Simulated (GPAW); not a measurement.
The Si K edge of atom 7 in ZrCuSiP (P4/nmm), with 4 Si at 2.54 Å and 4 Zr at 2.82 Å (8-fold, site symmetry -4m2), was computed in 2 ways: excited-electron core hole (neutral cell) and no core hole. Program and functional: GPAW, LDA, Gaussian full width 0.9 eV up to 4 eV, rising linearly to 3.5 eV at 25 eV; cells of 8 and 16 atoms (the run without a hole in the smaller).

Each run is counted from its own lowest empty level or Fermi level and scaled to a mean of 1 over its first 20 eV.

```tsv
E (eV)	run 1	run 2
-2.0	0.00	0.00
-1.5	0.00	0.00
-1.0	0.00	0.01
-0.5	0.08	0.14
0.0	0.34	0.54
0.5	0.45	0.57
1.0	0.36	0.49
1.5	0.39	0.85
2.0	0.79	1.02
2.5	0.94	0.96
3.0	0.67	0.98
3.5	0.72	1.30
4.0	1.03	1.53
4.5	1.19	1.58
5.0	1.17	1.80
5.5	1.21	1.73
6.0	1.33	1.46
6.5	1.39	1.37
7.0	1.29	1.48
7.5	1.30	1.61
8.0	1.44	1.52
8.5	1.50	1.20
9.0	1.41	0.92
9.5	1.34	0.81
10.0	1.32	0.77
10.5	1.28	0.72
11.0	1.19	0.69
11.5	1.09	0.71
12.0	0.98	0.74
12.5	0.89	0.76
13.0	0.83	0.77
13.5	0.80	0.77
14.0	0.81	0.76
14.5	0.85	0.76
15.0	0.90	0.77
15.5	0.92	0.79
16.0	0.90	0.81
16.5	0.87	0.84
17.0	0.86	0.87
17.5	0.88	0.90
18.0	0.93	0.92
18.5	0.98	0.91
19.0	1.01	0.89
19.5	1.02	0.87
20.0	1.01	0.85
20.5	1.00	0.83
21.0	0.99	0.81
21.5	0.98	0.79
22.0	0.97	0.76
22.5	0.94	0.73
23.0	0.91	0.69
23.5	0.86	0.65
24.0	0.81	0.61
24.5	0.76	0.58
25.0	0.71	0.55
25.5	0.68	0.54
26.0	0.65	0.53
26.5	0.63	0.53
27.0	0.62	0.53
27.5	0.60	0.55
28.0	0.60	0.56
28.5	0.61	0.59
29.0	0.63	0.63
29.5	0.65	0.67
30.0	0.69	0.71
30.5	0.73	0.75
31.0	0.77	0.77
31.5	0.79	0.78
```

Q: Which run is which?

Run 1: no core hole (area from −2 to 6 eV 5.0, main maxima 0.4 eV (0.46), 2.4 eV (0.96), 6.4 eV (1.40), 8.4 eV (1.50) and 19.4 eV (1.02)). Run 2: excited-electron core hole (neutral cell) (area from −2 to 6 eV 7.1, main maxima 0.3 eV (0.63), 2.0 eV (1.02), 5.2 eV (1.83), 7.6 eV (1.62) and 18.1 eV (0.92)). With each curve scaled to its own mean, the area from −2 to 6 eV with the hole is 7.1 against 5.0, and the centre of weight from −1 to 20 eV moves by -0.9 eV: the hole pulls the absorber's empty states down.

[Banner, clock and machine lines of the logs are left out without a mark of their own.]

[Logs are printed without paths, hosts, clocks, repeated set-up lines and the standing remarks that a program may print on its own settings, such as how far it seeks lower states.]

[Hosts, paths, dates, database ids (printed as entryN), source tags and the programs' standing remarks are cut or masked in the printed files.]

[Lists of maxima count a maximum above −3 eV only where it reaches 4 % of the highest in the window and stands out from its surroundings by 2 % of it (1.5 % where it reaches 55 %); shoulders and weaker maxima are passed over, and of the rest the first, up to two pre-edge ones and the few strongest are named.]
